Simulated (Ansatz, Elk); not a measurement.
# Ba2Nb3: X-ray structure factors from the self-consistent density

Structure refinements treat a crystal as free atoms side by side. For a made-up structure of Ba2Nb3 (cell and positions from a PBEsol relaxation) the runs below show what the calculated density changes in F(hkl).

Calculated with Elk 11.2.3 (patched build); DFT, PBE, all-electron APW+lo, Dirac cores, scalar-relativistic bands, static density, no spin.

This account leaves out most program logs.

The structure was built from a prototype and need not be the compound's stable phase.

## (1) The starting structure

The structure is orthorhombic, space group Immm (No. 71). The conventional cell has a = 4.395 Å, b = 5.408 Å, c = 12.009 Å, α = 90.00°, β = 90.00°, γ = 90.00°. Nearest to Ba lie 8 Nb at 3.59 to 3.75 Å and 4 Ba at 3.62 Å. Nearest to Nb lie 4 Nb at 2.60 to 2.77 Å and 6 Ba at 3.59 to 3.75 Å. Nearest to Nb lie 4 Nb at 2.60 Å and 4 Ba at 3.69 Å. Farther neighbours are not listed.

## (2) Ground state and structure factors

An all-electron density is needed, since X-rays see the cores too. Task 0 finds the density and task 195 Fourier-transforms it; tshift is off so that phases refer to the origin typed.

File elk.in:

```
tasks
  0
  195

xctype
  20

spinpol
  .false.

rgkmax
  7.0

gmaxvr
  14.0

lmaxo
  7

lmaxapw
  8

swidth
  0.002

tshift
  .false.

ramdisk
  .false.

hmaxvr
  5.5

maxscl
  120

epspot
  1e-06

sppath
  './'

avec
  -4.15283380646 5.10961013064 11.34660248227
  4.15283380646 -5.10961013064 11.34660248227
  4.15283380646 5.10961013064 -11.34660248227

atoms
  2
  'Ba.in'
  2
  0.2904728607 0.7904728607 0.5000000000   0.000000 0.000000 0.000000
  0.7095271393 0.2095271393 0.5000000000   0.000000 0.000000 0.000000
  'Nb.in'
  3
  0.2562002058 0.5000000000 0.7562002058   0.000000 0.000000 0.000000
  0.7437997942 0.5000000000 0.2437997942   0.000000 0.000000 0.000000
  -0.0000000000 -0.0000000000 0.0000000000   0.000000 0.000000 0.000000

ngridk
  7 7 7
```

Started as:

```console
OMP_NUM_THREADS=4 elk
```

Run time: 83 s. Hardware: 4 threads of Arm Neoverse V2, shared host; peak memory 0.3 GiB; 4.5 min of CPU time.

SFACRHO.OUT:

```text

h k l indices transformed by vhmat matrix:
   1.000000000       0.000000000       0.000000000    
   0.000000000       1.000000000       0.000000000    
   0.000000000       0.000000000       1.000000000    

      h      k      l  multipl.   |H|            Re(F)            Im(F)           |F|

      0      0      0      1   0.0000000       235.00000      0.14547178E-16   235.00000    
     -1     -1      1      2  0.55375037       24.061903      0.95970241E-13   24.061903    
     -1      0      0      4  0.67430563       8.9259259     -0.67082749E-14   8.9259259    
      0      1      0      4  0.80556974      -11.381874      0.85910136E-14   11.381874    
      0      0     -1      4  0.97483894      -58.622348     -0.20004492E-13   58.622348    
     -1     -2      2      4   1.0334249       97.533283     -0.20068634E-13   97.533283    
      2      2     -2      2   1.1075007       150.60287     -0.95313416E-13   150.60287    
      2      0     -1      8   1.1211380       117.77726      0.13425112E-13   117.77726    
      2      1     -2      4   1.1234863      -98.053408      0.11394537E-12   98.053408    
     -1      1     -1      2   1.2296800       58.694309      0.20886745E-13   58.694309    
      0     -2      2      4   1.3486113      -109.27048     -0.55123538E-13   109.27048    
     -2      1      0      8   1.4700529       114.49666      0.45915473E-13   114.49666    
      1      3     -2      8   1.4754216      -12.009397     -0.42001745E-17   12.009397    
     -1      1      1      2   1.5129874       177.69761      0.56339461E-13   177.69761    
     -3     -2      2      4   1.5147689      -53.227018      0.33353389E-13   53.227018    
     -2     -3      2      4   1.5775866       50.233987     -0.21748776E-12   50.233987    
      0      2      0      4   1.6111395       16.914411     -0.14876850E-13   16.914411    
      3      1     -1      4   1.6548930       14.071721      0.15329096E-12   14.071721
```

Elk indexes on the primitive cell of elk.in and gives |H| = 4π sin θ/λ in inverse bohr. Below, one row stands for each form hkl of the conventional cell (m members, Friedel mates merged), F is for one primitive cell and the density is static (no thermal factor). Free-atom factors are Waasmaier and Kirfel's, and R is Σm||F|−|F'||/Σm|F|.

| hkl | m | sin θ/λ (Å⁻¹) | abs F, DFT | neutral atoms | diff. |
| --- | --- | --- | --- | --- | --- |
| 002 | 2 | 0.083 | 24.062 | 24.264 | -0.202 |
| 011 | 4 | 0.101 | 8.926 | 8.952 | -0.026 |
| 101 | 4 | 0.121 | 11.382 | 11.449 | -0.067 |
| 110 | 4 | 0.147 | 58.622 | 58.328 | +0.295 |
| 013 | 4 | 0.155 | 97.533 | 97.539 | -0.006 |
| 004 | 2 | 0.167 | 150.603 | 151.198 | -0.595 |
| 112 | 8 | 0.169 | 117.777 | 118.001 | -0.224 |
| 103 | 4 | 0.169 | 98.053 | 98.298 | -0.244 |
| 020 | 2 | 0.185 | 58.694 | 58.278 | +0.416 |
| 022 | 4 | 0.203 | 109.270 | 109.537 | -0.267 |
| 121 | 8 | 0.221 | 114.497 | 115.376 | -0.879 |
| 114 | 8 | 0.222 | 12.009 | 11.747 | +0.263 |
| 200 | 2 | 0.228 | 177.698 | 178.546 | -0.848 |
| 015 | 4 | 0.228 | 53.227 | 53.282 | -0.055 |
| 105 | 4 | 0.237 | 50.234 | 50.193 | +0.041 |
| 202 | 4 | 0.242 | 16.914 | 17.584 | -0.670 |
| 024 | 4 | 0.249 | 14.072 | 13.871 | +0.201 |
| 211 | 8 | 0.249 | 6.324 | 6.739 | -0.416 |
| 006 | 2 | 0.250 | 85.892 | 86.029 | -0.137 |
| 123 | 8 | 0.251 | 31.833 | 32.247 | -0.414 |
| 213 | 8 | 0.276 | 81.558 | 81.731 | -0.174 |
| 031 | 4 | 0.281 | 15.032 | 15.249 | -0.217 |

## (3) The highest occupied states alone

An energy window below the Fermi level keeps the highest occupied states, to see at which angles they scatter; shallow core shells can lie inside it and anion s states outside. No new self-consistency is needed.

elk.in, as its differences from that of step 2:

```diff
@@ -1,3 +1,2 @@
 tasks
-  0
   195
@@ -40,2 +39,5 @@
 
+wsfac
+  -0.072890 0.594600
+
 sppath
```

Started as:

```console
OMP_NUM_THREADS=4 elk
```

The job ended after 16 s (4 threads; peak memory 0.17 GiB; 20 s of CPU time).

States within 10 eV below the Fermi level hold 19.00 electrons; any levels below the window count with the cores. Their amplitudes can exceed the total, where window and core parts have opposite phase:

| hkl | sin θ/λ (Å⁻¹) | abs F, window | abs F, all |
| --- | --- | --- | --- |
| 002 | 0.083 | 9.337 | 24.062 |
| 011 | 0.101 | 2.545 | 8.926 |
| 101 | 0.121 | 2.253 | 11.382 |
| 110 | 0.147 | 1.568 | 58.622 |
| 013 | 0.155 | 1.520 | 97.533 |
| 004 | 0.167 | 3.582 | 150.603 |
| 112 | 0.169 | 1.324 | 117.777 |
| 103 | 0.169 | 1.187 | 98.053 |
| 020 | 0.185 | 0.540 | 58.694 |
| 022 | 0.203 | 0.786 | 109.270 |

## (4) Another functional

The difference from free atoms is small, so it is set against the change that LDA (Perdew-Wang) makes.

elk.in, as its differences from that of step 3:

```diff
@@ -1,2 +1,3 @@
 tasks
+  0
   195
@@ -4,3 +5,3 @@
 xctype
-  20
+  3
 
@@ -39,5 +40,2 @@
 
-wsfac
-  -0.072890 0.594600
-
 sppath
```

Started as:

```console
OMP_NUM_THREADS=4 elk
```

It took 56 s on 4 threads; peak memory 0.22 GiB.

Against the first run R = 0.02 %; the largest change is +0.036 at 004.

## (5) Basis size

A smaller basis shows how fast F responds to it; the change is likely larger than the basis error of the first run, but doesn't show convergence.

elk.in, as its differences from that of step 4:

```diff
@@ -5,3 +5,3 @@
 xctype
-  3
+  20
 
@@ -11,3 +11,3 @@
 rgkmax
-  7.0
+  5.5
```

Started as:

```console
OMP_NUM_THREADS=4 elk
```

Wall time 65 s (4 threads); peak memory 0.27 GiB; 3.4 min of CPU time.

Against the first run R = 0.07 %; the largest change is +0.217 at 040.

## (6) Settings against the effect

| run | R against the first run (%) | R against neutral atoms, low angle (%) | wall time |
| --- | --- | --- | --- |
| PBE, rgkmax 7 | 0.00 | 0.46 | 83 s |
| LDA (Perdew-Wang) | 0.02 | 0.46 | 56 s |
| rgkmax 5.5 | 0.07 | 0.53 | 65 s |

## (7) What came out

* R against neutral atoms, sin θ/λ < 0.3 Å⁻¹: 0.46 %
* R against neutral atoms, 0.3 to 0.57 Å⁻¹: 0.21 %

What this shows: Independent neutral atoms miss the calculated amplitudes by R = 0.46 % below 0.3 Å⁻¹ and 0.21 % from there to 0.57 Å⁻¹; by shells, 0.54 % below 0.15 Å⁻¹ (4 forms), 0.46 % 0.15 to 0.3 (22 forms), 0.27 % 0.3 to 0.45 (54 forms), 0.15 % above 0.45 (69 forms). Bonding, aspherical density and the tables' own atoms all enter these figures, and the runs don't part them. The largest change of an amplitude is -0.88 electrons, at 121. The window's part falls from 19.0 electrons at the origin to at most 0.14 between 0.45 and 0.57 Å⁻¹. Below 0.3 Å⁻¹ the changes that finished (LDA (Perdew-Wang) and rgkmax 5.5) move F by R = 0.09 % at most, against the 0.46 % that separates it from free atoms. The k-mesh has no finished test. These runs have no spin, though d or f shells may be open. Part of the difference isn't bonding: the tables are fits to free atoms and ions calculated by other methods than this functional. Thermal motion, anomalous dispersion and extinction are left out.

[Logs are printed without paths, hosts, clocks, repeated set-up lines and the standing remarks that a program may print on its own settings, such as how far it seeks lower states.]

[Hosts, paths, dates, database ids (printed as entryN), source tags and the programs' standing remarks are cut or masked in the printed files.]
